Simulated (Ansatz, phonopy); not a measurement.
# How K (Im-3m) expands on warming, part 2 of 2

How much does K expand with temperature?

What experiment has found for this phase:
- heat capacity C_P per formula unit 29.4 J/mol/K near room temperature (given in “High-Throughput Prediction of Finite-Temperature Properties using the Quasi-Harmonic Approximation”, 2016, arXiv:1603.06924)

Ansatz 0.2.0; DFT r2SCAN, scalar-relativistic, plane waves, PAW.

So far. Step 2 (Probe on a coarse mesh): The start is under 0.30 GPa at this level and looks like a metal on this mesh. Step 4 (Tight relaxation): The residual pressure is -5.1e-6 GPa, small enough for phonons. The relaxed cell has a = 5.348 Å (conventional setting).

The database entry behind the starting cell lists a temperature near 5 K, so it need not match the best structure at ambient conditions.

## Step 5: Phonons on strained cells

The study relaxes the crystal at several strains, solves the phonons on some of them and minimises the free energy at each temperature (static energy, vibrations, the electrons in a metal, and PV under a set pressure); the q-mesh sets how far the force constants reach.

Contents of input.yaml:

```yaml
crystal:
  lattice:
    - [-2.6738208258, 2.6738208258, 2.6738208258]
    - [2.6738208258, -2.6738208258, 2.6738208258]
    - [2.6738208258, 2.6738208258, -2.6738208258]
  atoms:
    - { symbol: K, position: [0.0, 0.0, 0.0] }
kpoints:
  mp_grid: { grid: [12, 12, 12] }
hamiltonian:
  xc: r2scan
scf:
  occupations: { method: methfessel_paxton, width: 0.2 }
  lower_state_search: "off"
output:
  eigenvalues: true
phonons:
  method: dfpt
  qmesh: [4, 4, 4]
  temperatures: { t_max: 300.0, t_step: 25 }
  thermal_expansion: {}
```

On the command line:

```console
$ ansatz run input.yaml --threads 4 --pin off --max-ram 16384MiB --backend cpu --events-out ev --progress --plain --runs-dir out
```

Numbers of over 12 decimals in the logs are rounded to 6 here.

Output:

```text
[...]
Crystal: 1 atoms, lattice volume = 76.464 Å³
Basis set: ecut = 580 eV, 2491 PW (Γ), exchange–correlation on 200×200×200 points (125 copies of the dense FFT grid, shifted against one another)
Bands: 9, of which v1, the nominal top of the filled ones, is band 5 counted from 1 (4 counted from 0)
Symmetry: 48 space group operations
[...]
k-points: 72 of 1728
[...]
SCF iter   1: F=—  HF=-1542.477971 eV  |F-HF|=—  |Δ(HF+E_count)|=         —  Δρ=2.25e-3  dr2=1.44e-3  dr2_τ=1.43e-4  ethr=1.77e-3  ⟨swp⟩=5.1  Hψ=4732  notcnv=0
[...]
SCF iter   8: F=-1542.478488 eV  HF=-1542.478488 eV  |F-HF|=2.50e-12  |Δ(HF+E_count)|=  3.71e-10  S|Δr|=    0.00e0  Δρ=5.66e-8  dr2=3.13e-12  dr2_τ=8.29e-14  ethr=1.00e-12  ⟨swp⟩=6.1  Hψ=2549  notcnv=0
SCF 1 converged in 8 iterations: F = -1542.478488 eV  dr2 = 3.13e-12
[...]
relax step   1: F+E_penalty+E_count = -1542.47848812 eV  Δ(F+E_penalty+E_count) = +0.000e0 eV  max|allowed force component| = 0.000e0 eV/Å  Δτ_max = 0.0000 Å  (8 SCF iters, accepted)
SCF converged after 8 iterations
[...]
Free energy (F): -1542.478488 eV
[...]
Internal energy: -1542.477185 eV  (E = F + TS)
E sigma→0 (E₀):  -1542.478162 eV
Entropy (-TS):   -0.001303 eV (-1.303 meV/atom)
Fermi energy:    1.644394 eV
[...]
--- Stress (GPa, compression-positive) ---
        0.000207       0.000000       0.000000
        0.000000       0.000207       0.000000
        0.000000      -0.000000       0.000207
  P = ⅓ Tr σ = 0.0002 GPa (0.002 kbar)
--- Band table (eV; the first three rows and the last of 72) ---
[...]
── thermal expansion: 3 new cells, 3 in all ──
thermal expansion: relaxation of cell 2
thermal expansion: relaxation of cell 3
── thermal expansion: 2 new cells, 5 in all ──
thermal expansion: relaxation of cell 4
thermal expansion: electrons of cell 4
thermal expansion: phonons of cell 4
thermal expansion: relaxation of cell 5
thermal expansion: electrons of cell 1
thermal expansion: electrons of cell 2
thermal expansion: electrons of cell 3
thermal expansion: electrons of cell 5
thermal expansion: phonons of cell 5
── thermal expansion: 6 new cells, 11 in all ──
thermal expansion: relaxation of cell 6
thermal expansion: relaxation of cell 7
thermal expansion: relaxation of cell 8
thermal expansion: relaxation of cell 9
thermal expansion: relaxation of cell 10
thermal expansion: relaxation of cell 11
thermal expansion: electrons of cell 6
thermal expansion: electrons of cell 7
thermal expansion: electrons of cell 8
thermal expansion: electrons of cell 9
thermal expansion: electrons of cell 10
thermal expansion: electrons of cell 11
thermal expansion: phonons of cell 6
thermal expansion: phonons of cell 7
thermal expansion: phonons of cell 8
--- Relaxed structure (1 steps of the walk, 1 accepted, 0 SCFs on fresh bases) ---
  F+E_penalty+E_count = -1542.47848812 eV   max|allowed force component| = 0.000e0 eV/Å
  atoms:
    - { symbol: K, position: [0.0, 0.0, 0.0] }
--- Thermal expansion: 11 cells in 3 rounds, 0 GPa ---
  no lower state was looked for at cell 4: scf.lower_state_search: off
  without vibrations: a 4.63129, b 4.63129, c 4.63129 Å, V 76.4686 Å³, B 3.44 GPa
  at 0 K: a 4.64112, b 4.64112, c 4.64112 Å, V 76.9566 Å³, B 3.38 GPa
  zero-point expansion: a +0.212, b +0.212, c +0.212, V +0.638 %
      T/K        a/Å        b/Å        c/Å       V/Å³ | expansion of a, b, c, V (1e-6/K)   | that of V in the mean from 25 °C | C_P, C_V (J/mol K of the cell) | B_T, B_S (GPa)
     0.00    4.64112    4.64112    4.64112    76.9566 |    0.00    0.00    0.00    0.00 |  164.48 |     0.000     0.000 |     3.38     3.38
    50.00    4.64704    4.64704    4.64704    77.2515 |   47.25   47.25   47.25  141.74 |  182.94 |    20.912    20.757 |     3.31     3.34
   100.00    4.65942    4.65942    4.65942    77.8708 |   57.07   57.07   57.07  171.22 |  190.48 |    24.379    23.940 |     3.20     3.26
   150.00    4.67327    4.67327    4.67327    78.5671 |   61.35   61.35   61.35  184.04 |  196.69 |    25.420    24.680 |     3.08     3.17
   200.00    4.68804    4.68804    4.68804    79.3145 |   64.85   64.85   64.85  194.55 |  202.79 |    26.073    25.003 |     2.96     3.09
   250.00    4.70367    4.70367    4.70367    80.1105 |   68.31   68.31   68.31  204.94 |  209.09 |    26.639    25.202 |     2.84     3.00
   298.15    4.71956    4.71956    4.71956    80.9252 |   71.82   71.82   71.82  215.47 |       - |    27.181    25.347 |     2.72     2.92
   300.00    4.72019    4.72019    4.72019    80.9575 |   71.96   71.96   71.96  215.88 |  215.72 |    27.202    25.352 |     2.71     2.91
  the static fit leaves 0.000 meV an atom of the energies and, of the stresses, 0.000 GPa of each cell's largest along a strain (root mean squares over the cells), whose Pulay part it has at -0.002 GPa
  vibrations' free energy: its fit leaves 0.0000 meV an atom at the most
  the electrons' free energy at temperature is in it; its fit leaves 0.0000 meV an atom at the most
  free energies summed between the sampled wave vectors
  estimated error of the fitted expansion in any direction: up to 0.120e-6/K, at 300 K (an estimate, not a bound: it was exceeded on models of known expansion)
  by sums over the sampled wave vectors an expansion of the volume parts by up to 1.97e-6/K
  by a static energy of one degree less an expansion of the volume parts by up to 0.24e-6/K
```

Run time: 1.7 h. Hardware: 4 threads of Arm Neoverse V2, shared host; peak memory 5.8 GiB; 6.8 h of CPU time.

Numbers from this step:

```yaml
pressure: 2.07e-4 GPa
volume_expansion_coefficient_at_298_k: 215.5 1e-6/K
c_p_at_298_k: 27.18 J/mol-atom/K
entropy_at_298_k: 63.94 J/mol-atom/K
isothermal_bulk_modulus_at_298_k: 2.719 GPa
grueneisen_parameter_at_298_k: 1.126
volume_at_298_k: 80.92 Å³/atom
principal_linear_expansion_coefficients_at_298_k: 71.82, 71.82, 71.82 1e-6/K
```

Strained cells of the study; zero-point energy where phonons were solved; the pressures are stresses at a fixed cutoff and can carry an offset from the finite basis. Expansion cells, by row:

```
cell  |a| (Å)  |b| (Å)  |c| (Å)  V (Å³/atom)  E - E_lowest (meV/atom)  pressure, compression positive (GPa)  gap (eV)  zero-point energy (meV/atom)
   1    4.631    4.631    4.631        76.46                        0                                -0.002         -                             -
   2    4.668    4.668    4.668        78.31                    0.461                                -0.081         -                             -
   3    4.594    4.594    4.594        74.66                    0.478                                 0.084         -                             -
   4    4.632    4.632    4.632        76.48                        0                                -0.003         -                          9.53
   5    4.655    4.655    4.655        77.63                    0.186                                -0.053         -                         9.375
   6    4.689    4.689    4.689        79.37                    1.113                                -0.122         -                         9.144
   7    4.718    4.718    4.718        80.85                    2.472                                -0.175         -                          8.95
   8    4.747    4.747    4.747        82.36                    4.344                                -0.225         -                         8.755
   9    4.586    4.586    4.586        74.23                     0.74                                 0.106         -                             -
  10    4.608    4.608    4.608        75.34                    0.181                                  0.05         -                             -
  11    4.785    4.785    4.785        84.35                    7.493                                -0.284         -                             -
```

Quasi-harmonic; a, b, c are the run's own cell vectors. Expansion, by row:

```
T (K)  a (Å)  b (Å)  c (Å)  alpha (deg)  beta (deg)  gamma (deg)  cell volume (Å³/cell)  alpha_a (1e-6/K)  alpha_b (1e-6/K)  alpha_c (1e-6/K)  alpha_V (1e-6/K)  C_P (J/mol-atom/K)  C_V (J/mol-atom/K)  S (J/mol-atom/K)  B_T (GPa)  B_S (GPa)  Grueneisen  extrapolation  fit error (1e-6/K)
    0  4.641  4.641  4.641        109.5       109.5        109.5                  76.96                 0                 0                 0                 0                   0                   0                 0       3.38       3.38           -              0                   0
   25  4.642  4.642  4.642        109.5       109.5        109.5                  77.02             28.64             28.64             28.64             85.92               13.15               13.12             7.863       3.36       3.37       1.021              0                0.01
   50  4.647  4.647  4.647        109.5       109.5        109.5                  77.25             47.25             47.25             47.25             141.7               20.91               20.76             19.93       3.31       3.34       1.053              0                0.02
   75  4.653  4.653  4.653        109.5       109.5        109.5                  77.55             53.72             53.72             53.72             161.2               23.32               23.02             28.94       3.26        3.3       1.065              0                0.03
  100  4.659  4.659  4.659        109.5       109.5        109.5                  77.87             57.07             57.07             57.07             171.2               24.38               23.94             35.81        3.2       3.26       1.073              0                0.04
  125  4.666  4.666  4.666        109.5       109.5        109.5                  78.21             59.41             59.41             59.41             178.2               24.99                24.4             41.32       3.14       3.21        1.08              0                0.04
  150  4.673  4.673  4.673        109.5       109.5        109.5                  78.57             61.35             61.35             61.35               184               25.42               24.68             45.92       3.08       3.17       1.086              0                0.05
  175  4.681  4.681  4.681        109.5       109.5        109.5                  78.93             63.13             63.13             63.13             189.4               25.77               24.87             49.86       3.02       3.13       1.093              0                0.06
  200  4.688  4.688  4.688        109.5       109.5        109.5                  79.31             64.85             64.85             64.85             194.6               26.07                  25             53.32       2.96       3.09         1.1              0                0.06
  225  4.696  4.696  4.696        109.5       109.5        109.5                  79.71             66.57             66.57             66.57             199.7               26.36               25.11             56.41        2.9       3.04       1.106              0                0.07
  250  4.704  4.704  4.704        109.5       109.5        109.5                  80.11             68.31             68.31             68.31             204.9               26.64                25.2              59.2       2.84          3       1.113              0                0.07
  275  4.712  4.712  4.712        109.5       109.5        109.5                  80.53             70.11             70.11             70.11             210.3               26.92               25.28             61.76       2.78       2.96        1.12              0                0.07
298.1   4.72   4.72   4.72        109.5       109.5        109.5                  80.93             71.82             71.82             71.82             215.5               27.18               25.35             63.94       2.72       2.92       1.126              0                0.11
  300   4.72   4.72   4.72        109.5       109.5        109.5                  80.96             71.96             71.96             71.96             215.9                27.2               25.35             64.11       2.71       2.91       1.127              0                0.12
```

Expansion coefficient against temperature; values in 1e-6/K:

```
temperature (K)  volume  principal 1
              0       0            0
             25    85.9         28.6
             50     142         47.2
             75     161         53.7
            100     171         57.1
            125     178         59.4
            150     184         61.4
            175     189         63.1
            200     195         64.8
            225     200         66.6
            250     205         68.3
            275     210         70.1
            298     215         71.8
            300     216         72.0
```

At 298 K the volume expansion is 215 × 10⁻⁶/K and B_T is 2.72 GPa. The program raised the cutoff to 580 eV by itself: with no cutoff typed, the study takes about 1.16 times the default for its relaxations and scales it with the volume for the phonons.

## Step 6: Free-energy fit

This step: DFT r2SCAN, scalar-relativistic, plane waves, PAW (phonopy 4.10.0).

Table of energy (each curve on its own zero) by volume; values in meV/atom:

```
volume (Å³/atom)  static  F at 0 K  F at 300 K
           76.48       0      0.38        3.12
           77.63    0.19      0.41        2.06
           79.37    1.11      1.11        1.09
           80.85    2.47      2.27        0.82
           82.36    4.34      3.95        1.02
```

Phonopy-qha, vinet fit of F(V) at each temperature. Qha vinet, by row:

```
T (K)  fitted volume (Å³/atom)  alpha_V (1e-6/K)  B_T (GPa)  C_P (J/mol-atom/K)  Grueneisen
   75                    77.55             159.7       3.26               23.57       1.061
  100                    77.87             170.7        3.2               24.57       1.078
  125                    78.21               178       3.14               25.13       1.089
  150                    78.57             183.9       3.08               25.52       1.098
  175                    78.93             189.3       3.02               25.84       1.107
  200                    79.31             194.5       2.96               26.13       1.116
  225                    79.71             199.7        2.9               26.41       1.124
  250                    80.11             204.9       2.84               26.68       1.133
  275                    80.53             210.4       2.78               26.95       1.142
```

The volume expansion coefficient by temperature; values in 1e-6/K:

```
temperature (K)  phonopy-qha, Vinet  Ansatz's own study
           75.0                 160                 161
          100.0                 171                 171
          125.0                 178                 178
          150.0                 184                 184
          175.0                 189                 189
          200.0                 194                 195
          225.0                 200                 200
          250.0                 205                 205
          275.0                 210                 210
```

## Step 7: What came out

* settings of these figures: r2SCAN, 580 eV, k 12×12×12, q 4×4×4
* volume expansion coefficient at 298 K: 215.5 1e-6/K
* C_P at 298 K: 27.18 J/mol-atom/K
* entropy at 298 K: 63.94 J/mol-atom/K
* isothermal bulk modulus at 298 K: 2.719 GPa
* Grüneisen parameter at 298 K: 1.126
* volume at 298 K: 80.92 Å³/atom
* principal linear expansion coefficients at 298 K: 71.82, 71.82, 71.82 1e-6/K

What this shows: Near room temperature K expands by 215 × 10⁻⁶/K in volume by r2SCAN, with C_P = 27.2 J/(mol K) per mole of atoms and B_T = 2.72 GPa. C_P at room temperature is 109 % of the classical 3R an atom; C_V is 102 %, and the rest is expansion work. In this metal the study includes the electrons' free energy, which adds a term that grows with temperature, so the heat capacities need not level off at 3R. A measured heat capacity per formula unit near room temperature is 29.4 J/mol/K (arXiv:1603.06924); the calculated 27.2 J/mol/K differs by -8 %. The PAW files were made for PBE and are used here under another functional, for which the program regenerates the frozen cores. The cell of these runs is 7 % larger in volume than the database cell; frequencies and all that rests on them shift with it.

[Logs are printed without paths, hosts, clocks, repeated set-up lines and the standing remarks that a program may print on its own settings, such as how far it seeks lower states.]

[Hosts, paths, dates, database ids (printed as entryN), source tags and the programs' standing remarks are cut or masked in the printed files.]

[A step with changed settings may run another functional than the one named; its input shows which.]
